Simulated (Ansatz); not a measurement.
# Ga2S3 (Cc): a band-gap study from LDA to G0W0 at the band limit

Aim: a best estimate of the quasiparticle gap of Ga2S3 (Cc), with each correction and its cost laid out.

Program: Ansatz 0.2.0. Level of theory: density functionals, hybrids, G0W0, plane waves, PAW. Results are calculated unless marked as measured.

### 1. The starting structure

It takes space group Cc (No. 9, monoclinic). The conventional cell has a = 11.107 Å, b = 6.395 Å, c = 7.021 Å, α = 90.00°, β = 121.17°, γ = 90.00°. Ga has 4 S at 2.19 to 2.33 Å nearest. Ga has 4 S at 2.20 to 2.32 Å nearest. Nearest to S lie 2 Ga at 2.19 to 2.20 Å. Nearest to S lie 3 Ga at 2.31 to 2.32 Å. Nearest to S lie 3 Ga at 2.31 to 2.33 Å. Farther neighbours and most contacts between anions are not listed.

The cell and positions come from the Crystallography Open Database and are kept as given unless a step says otherwise.

### 2. LDA bands

The cheap functional maps the bands first; the places of the edges decide which points the dearer methods must see.

This step: DFT, LDA, plane waves, PAW; PAW set soft_1.

input.yaml reads:

```yaml
crystal:
  lattice:
    - [5.5535, -3.1975, 0.0]
    - [5.5535, 3.1975, 0.0]
    - [-3.6339226554, 0.0, 6.0074160114]
  atoms:
    - { symbol: Ga, position: [0.63979, 0.44447, 0.12512] }
    - { symbol: Ga, position: [0.44447, 0.63979, 0.62512] }
    - { symbol: Ga, position: [0.2682, 0.13232, 0.11559] }
    - { symbol: Ga, position: [0.13232, 0.2682, 0.61559] }
    - { symbol: S, position: [0.9089, 0.0811, 0.9838] }
    - { symbol: S, position: [0.0811, 0.9089, 0.4838] }
    - { symbol: S, position: [0.4303, 0.2453, 0.4999] }
    - { symbol: S, position: [0.2453, 0.4303, 0.9999] }
    - { symbol: S, position: [0.5901, 0.7581, 0.0084] }
    - { symbol: S, position: [0.7581, 0.5901, 0.5084] }
kpoints:
  mp_grid: { grid: [4, 4, 4] }
  band_path:
    path:
      - [[0.0, 0.0, 0.0], [-0.36320096, 0.36320096, 0.0]]
      - [[-0.63679904, -0.36320096, 0.0], [-0.5, -0.5, 0.0], [0.0, 0.0, 0.0], [-0.5, -0.5, 0.5], [-0.72948728, -0.27051272, 0.5]]
      - [[-0.27051272, 0.27051272, 0.5], [0.0, 0.0, 0.5], [0.0, 0.0, 0.0]]
      - [[-0.5, 0.0, 0.5], [0.0, 0.0, 0.0], [-0.5, 0.0, 0.0]]
    npoints: 10
hamiltonian:
  xc: lda
  pseudopotentials: { kind: paw, azcp: { folder: soft_1 }, xc_functional: pbe }
scf:
  occupations: { method: fermi_dirac, width: 0.02 }
  n_extra_bands: 7
output:
  eigenvalues: true
  write_density: true
  write_potential: true
  elf: true
  volumetric_format: npy
```

On the command line:

```
> ansatz run input.yaml --threads 3 --pin off --max-ram 92160MiB --backend cuda --events-out ev --progress --plain --runs-dir out --devices 1 --max-vram 13GiB
```

Numbers of over 12 decimals in the logs are rounded to 6 here.

What it wrote:

```text
scf.n_extra_bands = 7 over 44 filled bands (N_el = 88.0): the run solves 51 bands
GPUs: using 1 of 1 available (devices: 1).
Engine: ansatz 0.2.0, x86_64-unknown-linux-gnu
Pseudopotentials: kind: paw
Pseudopotential: Ga, paw, valence charge 13, recommended cutoff 420 eV (normal), soft_1/Ga.paw.azcp
Pseudopotential: S, paw, valence charge 6, recommended cutoff 420 eV (normal), soft_1/S.paw.azcp
Functional definition: SPW92
  exchange = slater_x
  correlation = pw_c
device memory: the entry about to start is reckoned to put 3.7 GiB on a device that reports 33.2 GiB free (of which the cap on the GPU budget leaves the run 13.0 GiB)
GPU FFT provider: cuFFT
GPU libraries: cuBLAS 13.8.2, cuFFT 12.4.0, cuSOLVER 12.3.4
Crystal: 10 atoms, lattice volume = 213.351 Å³
Basis set: ecut = 420 eV, 4167 PW (Γ)
Bands: 51, of which v1, the nominal top of the filled ones, is band 44 counted from 1 (43 counted from 0)
Symmetry: 2 space group operations
Space group: Cc (ITA 9), of the structure as read, at distance tolerance 6.0e-5 Å
k-points: 24 of 64 (time reversal used)
Non-local potential: Ga, projectors of the file, l = 0: 2, l = 1: 2, l = 2: 3, l = 3: 1
Non-local potential: S, projectors of the file, l = 0: 2, l = 1: 2, l = 2: 1
PAW form: soft (Blöchl's): semilocal exchange-correlation on the pseudo side does not see the compensation charge
PAW frozen core: Ga, regenerated for the run's functional, and the local potential with it (the file was generated under x = pbe(κ = 0.804, μ = 0.219515), c = pbe(β = 0.066725))
PAW frozen core: S, regenerated for the run's functional, and the local potential with it (the file was generated under x = pbe(κ = 0.804, μ = 0.219515), c = pbe(β = 0.066725))
PAW one-centre angular grid: Ga, 590 points (default); XC on 64 Gauss nodes
PAW one-centre angular grid: S, 110 points (default); XC on 64 Gauss nodes
Initial density: superposition of atomic densities (chi_scale 0.1, normalization cell, long waves kept (reshape's long-wave potential 0.05 eV rms))
Initial wavefunctions: pseudopotential atomic-orbital guess
GPU buffer pool allocated for 97200 grid points (all kernels)
GPU transforms: local potential and band sums: pruned to the plane-wave sphere, on 45×45×48
Functional: x = slater, c = lda
SCF iter   1: F=—  HF=-20053.031610 eV  |F-HF|=—  |Δ(HF+E_count)|=         —  Δρ=4.88e-2  dr2=3.49e0  ethr=3.10e-3  ⟨swp⟩=8.5  Hψ=5631  notcnv=0
preconditioner: auto → Resta (q_TF=auto, 2.354 Å⁻¹)  ε∞=4.0  [insulator: Δε(μ)=1.989 eV  Ē_g=13.800 eV  σ=0.020 eV  W_gap=1.00  n_scr=52 (ndim 8)  ℏωp=23.8 eV  f_vac=0.000  D(μ)=0.00/eV (n_scr^D=0)  ε∞_Penn≈4.0]
SCF iter   2: F=—  HF=-20052.142996 eV  |F-HF|=—  |Δ(HF+E_count)|=   8.89e-1  Δρ=2.29e-2  dr2=8.56e-1  ethr=3.10e-3  ⟨swp⟩=4.0  Hψ=2621  notcnv=0  defer=72
SCF iter   3: F=—  HF=-20051.847070 eV  |F-HF|=—  |Δ(HF+E_count)|=   2.96e-1  Δρ=6.25e-3  dr2=6.83e-2  ethr=9.73e-4  ⟨swp⟩=3.0  Hψ=2438  notcnv=0  defer=72
SCF iter   4: F=—  HF=-20051.796033 eV  |F-HF|=—  |Δ(HF+E_count)|=   5.10e-2  Δρ=2.14e-3  dr2=1.02e-2  ethr=7.77e-5  ⟨swp⟩=3.0  Hψ=2394  notcnv=0  defer=72
SCF iter   5: F=—  HF=-20051.797305 eV  |F-HF|=—  |Δ(HF+E_count)|=   1.27e-3  Δρ=7.62e-4  dr2=1.70e-3  ethr=1.16e-5  ⟨swp⟩=2.0  Hψ=2304  notcnv=0  defer=72
SCF iter   6: F=—  HF=-20051.796973 eV  |F-HF|=—  |Δ(HF+E_count)|=   3.31e-4  Δρ=2.17e-4  dr2=1.48e-4  ethr=1.94e-6  ⟨swp⟩=2.5  Hψ=1939  notcnv=0  defer=72
SCF iter   7: F=—  HF=-20051.797072 eV  |F-HF|=—  |Δ(HF+E_count)|=   9.88e-5  Δρ=8.39e-5  dr2=2.12e-5  ethr=1.69e-7  ⟨swp⟩=2.8  Hψ=2467  notcnv=0  defer=72
SCF iter   8: F=—  HF=-20051.797198 eV  |F-HF|=—  |Δ(HF+E_count)|=   1.26e-4  Δρ=2.50e-5  dr2=1.66e-6  ethr=2.41e-8  ⟨swp⟩=3.0  Hψ=2268  notcnv=0  defer=72
SCF iter   9: F=—  HF=-20051.797199 eV  |F-HF|=—  |Δ(HF+E_count)|=   6.28e-7  Δρ=1.33e-5  dr2=4.33e-7  ethr=1.89e-9  ⟨swp⟩=2.0  Hψ=2208  notcnv=0  defer=72
SCF iter  10: F=-20051.797198 eV  HF=-20051.797199 eV  |F-HF|=5.45e-8  |Δ(HF+E_count)|=   2.23e-7  Δρ=4.10e-6  dr2=2.96e-8  ethr=1.14e-10  ⟨swp⟩=10.9  Hψ=4774  notcnv=0
SCF 1 converged in 10 iterations: F = -20051.797198 eV  dr2 = 2.96e-8
[...]
device memory: the entry about to start is reckoned to put 4.2 GiB on a device that reports 32.3 GiB free (of which the cap on the GPU budget leaves the run 13.0 GiB)
NSCF: frozen V_eff on 94 k-points
SCF converged after 10 iterations
Free energy (F): -20051.797198 eV
Harris-Foulkes:  -20051.797199 eV  (|F-HF|=5.45e-8)
Internal energy: -20051.797198 eV  (E = F + TS)
E sigma→0 (E₀):  -20051.797198 eV
Fermi energy:    6.343821 eV
--- Per-component energies (eV) ---
  E_band       = -377.887656
  E_kinetic    = 1082.678366
  E_local      = -8025.758653  (includes V_loc(G=0)·N_el)
  E_nonlocal   = -145.708453
  E_hartree    = 4573.835717
  E_xc         = -778.694381
  E_vxc        = -720.023014  (∫ρ·V_xc dr)
  E_paw        = -11132.090361  (= ΣΔE_a)
  E_vpaw       = -1716.744318  (= ΣTr[D̂ρ^β])
  E_aug_tail   = -0.000850  (compensation charges beyond the density's cutoff)
  E_ewald      = -5633.891695
  E_core_change = 7.833111  (= ΣΔE_core)
  E_smearing   = -0.000000  (= −TS)
  E_closure    = 0.000000  (closes the sum)
  Σ components = -20051.797198   (vs F -20051.797198, Δ=0.00e0)
--- Band table (eV; the first three rows and the last of 24) ---
  k-point 0: bands = [... 40 lower, 4.4618, 4.8446, 4.9859, 5.5088, 7.1744, 7.7069, 8.5095, 8.7705, ... 3 higher]
  k-point 1: bands = [... 40 lower, 4.4688, 4.4815, 4.8970, 5.1799, 7.8504, 7.9860, 8.7449, 8.8745, ... 3 higher]
  k-point 2: bands = [... 40 lower, 4.3855, 4.3855, 4.9005, 4.9005, 8.2991, 8.2991, 9.0362, 9.0362, ... 3 higher]
  k-point 23: bands = [... 40 lower, 4.0094, 4.0094, 4.9173, 4.9173, 7.8982, 7.8982, 8.7139, 8.7139, ... 3 higher]
```

Wall time 6 s (1 × NVIDIA H100 80GB HBM3 (shared by 6 runs) with 3 threads of AMD EPYC 7R13 (Zen 3), shared host); peak memory 1 GiB; 9.1 s of CPU time.

In the SCF lines HF is the Harris–Foulkes energy and dr2 the Hartree energy of the density residual, in eV; the loop may stop once dr2 is under the threshold and the program's other checks hold. Hψ counts applications of the Hamiltonian.

Numbers from this step:

| Property | Result |
| --- | --- |
| filled bands | 44 |
| gap | 1.666 eV |
| valence top at | Γ |
| conduction bottom at | Γ |
| least direct gap | 1.666 eV |

The gap is direct, at Γ.

The electronic bands at the labelled points (eV, zero at the top of the highest nominally filled band):

| point | band 41 | band 42 | band 43 | band 44 | band 45 | band 46 | band 47 | band 48 |
| --- | --- | --- | --- | --- | --- | --- | --- | --- |
| Γ | -1.05 | -0.66 | -0.52 | 0.00 | 1.67 | 2.20 | 3.00 | 3.26 |
| halfway | -1.67 | -1.10 | -0.85 | -0.04 | 2.40 | 2.51 | 2.80 | 3.28 |
| C | -1.53 | -1.30 | -1.17 | -0.22 | 2.27 | 2.48 | 2.59 | 2.94 |
| jump to C2 | -1.53 | -1.30 | -1.17 | -0.22 | 2.27 | 2.48 | 2.59 | 2.94 |
| halfway | -1.67 | -1.47 | -1.35 | -0.25 | 2.46 | 2.67 | 2.88 | 3.11 |
| Y2 | -1.78 | -1.50 | -1.48 | -0.27 | 2.50 | 2.80 | 3.02 | 3.34 |
| halfway | -1.43 | -1.43 | -0.83 | -0.18 | 2.56 | 2.80 | 3.12 | 3.20 |
| Γ | -1.05 | -0.66 | -0.52 | 0.00 | 1.67 | 2.20 | 3.00 | 3.26 |
| halfway | -1.25 | -1.19 | -0.69 | -0.26 | 2.31 | 2.84 | 2.88 | 3.16 |
| M2 | -1.50 | -1.50 | -0.59 | -0.59 | 2.39 | 2.39 | 3.21 | 3.21 |
| halfway | -1.31 | -1.31 | -0.61 | -0.61 | 2.39 | 2.39 | 2.83 | 2.83 |
| D | -1.43 | -1.43 | -0.66 | -0.66 | 2.55 | 2.55 | 2.90 | 2.90 |
| jump to D2 | -1.43 | -1.43 | -0.66 | -0.66 | 2.55 | 2.55 | 2.90 | 2.90 |
| halfway | -1.51 | -1.51 | -0.71 | -0.71 | 3.09 | 3.09 | 3.54 | 3.54 |
| A | -1.12 | -1.12 | -0.61 | -0.61 | 2.79 | 2.79 | 3.53 | 3.53 |
| halfway | -1.04 | -1.03 | -0.61 | -0.33 | 2.34 | 2.48 | 3.24 | 3.37 |
| Γ | -1.05 | -0.66 | -0.52 | 0.00 | 1.67 | 2.20 | 3.00 | 3.26 |
| jump to L2 | -1.68 | -1.17 | -0.95 | -0.62 | 2.37 | 2.84 | 3.29 | 3.40 |
| halfway | -1.53 | -1.01 | -0.86 | -0.27 | 2.57 | 2.87 | 2.93 | 3.25 |
| Γ | -1.05 | -0.66 | -0.52 | 0.00 | 1.67 | 2.20 | 3.00 | 3.26 |
| halfway | -1.53 | -1.11 | -0.80 | -0.06 | 2.37 | 2.58 | 2.89 | 3.32 |
| V2 | -1.50 | -1.37 | -1.21 | -0.14 | 2.34 | 2.44 | 3.00 | 3.26 |

ELF in the ac plane of the conventional cell at fractional y = 0.068, with atoms of Ga and S within 0.2 Å of it. It is the smooth field of the valence electrons, not physical close to the nuclei.

Ten even steps from '0' (0.02) to '9' (0.91), each cell a mean:
```
2786324773258631478524885027971
8873114787776311478888851048986
9741014799863001478987410159999
6300013566520001355553100037998
1001122233210011222221100014653
1232221012222222101222332000100
5653200012455421000235774100002
8763100024677520001368885100147
8763101247887421113688984000378
8753222368886422235788862002688
7532212467765211235677630003788
5321112466642100124565200014777
2100001344310000023431000003564
0001011232100000112210011001221
2443222222233322111123454200000
7876432223677763222357888510025
9887422247888873224788899610269
6687422378647963237863699512699
1487423686127852268721698305994
```
Columns run along a (11.1 Å), rows up along c (7.0 Å), edges of the conventional cell, whose origin can differ from the input's. Atoms in or near the plane, at fractional coordinates: Ga at (0.54, 0.63), Ga at (0.20, 0.62), S at (0.99, 0.98), S at (0.34, 0.00), S at (0.67, 0.01).

Electrostatic potential energy in the ac plane of the conventional cell at fractional y = 0.068, with atoms of Ga and S within 0.2 Å of it. With pseudopotentials it is smooth inside the atoms' cores, unlike the true potential.

Values in eV, 10 rows by 16 columns, each cell a mean:
```
-24   4   7   5 -23 -30  -5   8   8 -10 -32 -13   9  11  -2 -33
  6  10   9   5  -3   1   8   9   7   0  -1   8  11  10   4  -5
 11  10   4   1  -2   5   9   7   1   1   0   8  10  11  11  11
 10   5   4  12   2   5   7   0  11   8   1   7  10  12  12  11
  4   0   6   4   2   3   4  -2   6   0   2   4  10  12  11   7
  5   5   0   5   6   5   6   3   4   6   4   7  11  11  10   4
 10   9   9   8   8   8   9   9   9   8   8  10  11  11  10   9
 11  10   8   3   4   8   8   8   7   5   7   8   9  11  11  11
 -2   2   1  -4   1  -4  -8   4   2   3  -1 -13   2  11  11   8
-33  -9   0   0 -10 -32 -25   3   4  -1 -29 -32   0  11   8 -19
```
Columns run along a (11.1 Å; values clipped at the 3rd and 97th percentile), rows up along c (7.0 Å), edges of the conventional cell, whose origin can differ from the input's. Atoms in or near the plane, at fractional coordinates: Ga at (0.54, 0.63), Ga at (0.20, 0.62), S at (0.99, 0.98), S at (0.34, 0.00), S at (0.67, 0.01).

### 3. LDA+SOC

The many-body steps leave out spin-orbit coupling, so its effect is taken from a two-component run, with twice the bands.

This step: DFT, LDA with spin-orbit coupling, plane waves, PAW; PAW set soft_1.

input.yaml reads:

```yaml
crystal:
  lattice:
    - [5.5535, -3.1975, 0.0]
    - [5.5535, 3.1975, 0.0]
    - [-3.6339226554, 0.0, 6.0074160114]
  atoms:
    - { symbol: Ga, position: [0.63979, 0.44447, 0.12512] }
    - { symbol: Ga, position: [0.44447, 0.63979, 0.62512] }
    - { symbol: Ga, position: [0.2682, 0.13232, 0.11559] }
    - { symbol: Ga, position: [0.13232, 0.2682, 0.61559] }
    - { symbol: S, position: [0.9089, 0.0811, 0.9838] }
    - { symbol: S, position: [0.0811, 0.9089, 0.4838] }
    - { symbol: S, position: [0.4303, 0.2453, 0.4999] }
    - { symbol: S, position: [0.2453, 0.4303, 0.9999] }
    - { symbol: S, position: [0.5901, 0.7581, 0.0084] }
    - { symbol: S, position: [0.7581, 0.5901, 0.5084] }
kpoints:
  mp_grid: { grid: [4, 4, 4] }
  band_path:
    path:
      - [0.0, 0.0, 0.0]
      - [-0.36320096, 0.36320096, 0.0]
      - [-0.63679904, -0.36320096, 0.0]
      - [-0.5, -0.5, 0.0]
      - [-0.5, -0.5, 0.5]
      - [-0.72948728, -0.27051272, 0.5]
      - [-0.27051272, 0.27051272, 0.5]
      - [0.0, 0.0, 0.5]
    npoints: 1
hamiltonian:
  xc: lda
  pseudopotentials: { kind: paw_fr, azcp: { folder: soft_1 }, xc_functional: pbe }
scf:
  occupations: { method: fixed }
  n_extra_bands: 14
magnetization:
  noncollinear: true
  spin_orbit: true
output:
  eigenvalues: true
```

What it wrote:

```text
[...]
GPUs: using 1 of 1 available (devices: 1).
[...]
non-collinear run that drives no moment, with spin-orbit: no starting moment large enough to seed its density (crystal.atoms[].spin), no starting occupations that ask for one, no magnetisation constraint and no magnetic field, so the semilocal B_xc is pinned to zero
[...]
GPU FFT provider: cuFFT
[...]
k-point 0: bands = [... 84 lower, 4.9897, 4.9897, 5.5101, 5.5101, 7.1744, 7.1744, 7.7069, 7.7069, ... 10 higher]
  k-point 1: bands = [... 84 lower, 4.8949, 4.8999, 5.1778, 5.1837, 7.8502, 7.8503, 7.9854, 7.9867, ... 10 higher]
  k-point 2: bands = [... 84 lower, 4.8973, 4.8973, 4.9053, 4.9053, 8.2958, 8.2958, 8.3014, 8.3014, ... 10 higher]
  k-point 23: bands = [... 84 lower, 4.9171, 4.9171, 4.9174, 4.9174, 7.8965, 7.8965, 7.8997, 7.8997, ... 10 higher]
[key lines of the parts left out:]
SCF converged after 10 iterations
Magnetization: |M| = 0.0000 μB,  M = (+0.0000, +0.0000, +0.0000) μB
Free energy (F): -20052.120911 eV
Fermi energy:    5.510071 eV
```

Elapsed: 13 s, on 1 × NVIDIA H100 80GB HBM3 (shared by 6 runs) with 3 threads; peak memory 1.1 GiB; 18 s of CPU time.

This step gave:

| Quantity | Value |
| --- | --- |
| gap | 1.664 eV |
| valence top at | Γ |
| conduction bottom at | Γ |
| least direct gap | 1.664 eV |

The gap is that of LDA.

### 4. HSE06

The screened hybrid is the usual rung above semilocal functionals: a quarter of exact exchange, cut off beyond a few ångström.

This step: DFT, HSE06, plane waves, PAW; PAW set soft_1.

Edit input.yaml of step 3 so:

```diff
@@ -30,10 +30,7 @@
 hamiltonian:
-  xc: lda
-  pseudopotentials: { kind: paw_fr, azcp: { folder: soft_1 }, xc_functional: pbe }
+  xc: hse06
+  pseudopotentials: { kind: paw, azcp: { folder: soft_1 } }
 scf:
   occupations: { method: fixed }
-  n_extra_bands: 14
-magnetization:
-  noncollinear: true
-  spin_orbit: true
+  n_extra_bands: 7
 output:
```

What it wrote:

```text
[...]
GPUs: using 1 of 1 available (devices: 1).
[...]
davidson cushion auto → on  (no smearing: the cushion is to keep the highest requested band from converging to the state above it; pin scf.eigensolver.cushion to override)
[...]
GPU FFT provider: cuFFT
GPU libraries: cuBLAS 13.8.2, cuFFT 12.4.0, cuSOLVER 12.3.4
Crystal: 10 atoms, lattice volume = 213.351 Å³
Basis set: ecut = 420 eV, 4167 PW (Γ)
[...]
E sigma→0 (E₀):  -20556.742196 eV
Fermi energy:    5.089743 eV
[...]
--- Band table (eV; the first three rows and the last of 24) ---
  k-point 0: bands = [... 40 lower, 3.9905, 4.4326, 4.5487, 5.0897, 8.1002, 8.5950, 9.3748, 9.6557, ... 3 higher]
  k-point 1: bands = [... 40 lower, 3.9994, 4.0515, 4.4491, 4.7460, 8.7532, 8.8974, 9.5247, 9.7684, ... 3 higher]
  k-point 2: bands = [... 40 lower, 3.9184, 3.9184, 4.4462, 4.4462, 9.2389, 9.2389, 9.8168, 9.8168, ... 3 higher]
  k-point 23: bands = [... 40 lower, 3.5665, 3.5665, 4.4574, 4.4574, 8.7495, 8.7495, 9.6351, 9.6351, ... 3 higher]
[key lines of the parts left out:]
Free energy (F): -20556.742196 eV
```

It took 60 s on 1 × NVIDIA H100 80GB HBM3 (shared by 6 runs) with 3 threads; peak memory 1.7 GiB; 1.9 min of CPU time.

Numbers from this step:

```yaml
gap: 3.010 eV
valence_top_at: Γ
conduction_bottom_at: Γ
least_direct_gap: 3.010 eV
```

The gap stands +1.34 eV against LDA.

### 5. PBE0

PBE0 keeps its quarter of exact exchange at all distances, which suits crystals with ε∞ near 4 best.

This step: DFT, PBE0, plane waves, PAW; PAW set soft_1.

Edit input.yaml of step 4 so:

```diff
@@ -30,3 +30,3 @@
 hamiltonian:
-  xc: hse06
+  xc: pbe0
   pseudopotentials: { kind: paw, azcp: { folder: soft_1 } }
```

What it wrote:

```text
[...]
GPUs: using 1 of 1 available (devices: 1).
[...]
GPU FFT provider: cuFFT
GPU libraries: cuBLAS 13.8.2, cuFFT 12.4.0, cuSOLVER 12.3.4
Crystal: 10 atoms, lattice volume = 213.351 Å³
Basis set: ecut = 420 eV, 4167 PW (Γ)
Bands: 51, of which v1, the nominal top of the filled ones, is band 44 counted from 1 (43 counted from 0)
Symmetry: 2 space group operations
[...]
k-points: 24 of 64 (time reversal used)
[...]
Fermi energy:    4.714008 eV
[...]
--- Band table (eV; the first three rows and the last of 24) ---
  k-point 0: bands = [... 40 lower, 3.6088, 4.0639, 4.1760, 4.7140, 8.4070, 8.9264, 9.7243, 10.0082, ... 3 higher]
  k-point 1: bands = [... 40 lower, 3.6198, 3.6714, 4.0724, 4.3648, 9.0860, 9.2257, 9.8631, 10.1223, ... 3 higher]
  k-point 2: bands = [... 40 lower, 3.5412, 3.5412, 4.0646, 4.0646, 9.5766, 9.5766, 10.1573, 10.1573, ... 3 higher]
  k-point 23: bands = [... 40 lower, 3.1801, 3.1801, 4.0720, 4.0720, 9.0856, 9.0856, 9.9846, 9.9846, ... 3 higher]
[key lines of the parts left out:]
Free energy (F): -20558.070351 eV
```

Run time: 77 s. Hardware: 1 × NVIDIA H100 80GB HBM3 (shared by 6 runs) with 3 threads; peak memory 1.7 GiB; 2.1 min of CPU time.

Numbers from this step:

* gap: 3.693 eV
* valence top at: Γ
* conduction bottom at: Γ
* least direct gap: 3.693 eV

The gap stands +2.03 eV against LDA.

(Continued in part 2 of 3.)

[Paths, hosts, dates, memory and timing lines, banners, echoed tables and standing remarks are left out of the program output.]

[Logs are printed without paths, hosts, clocks, repeated set-up lines and the standing remarks that a program may print on its own settings, such as how far it seeks lower states.]

[Runs of the session that timed out or met a known fault of the program may be left out.]

[Cells called generated may have been cut or substituted from an entry of the Crystallography Open Database or the Materials Project.]

[Hosts, paths, dates, database ids (printed as entryN), source tags and the programs' standing remarks are cut or masked in the printed files.]
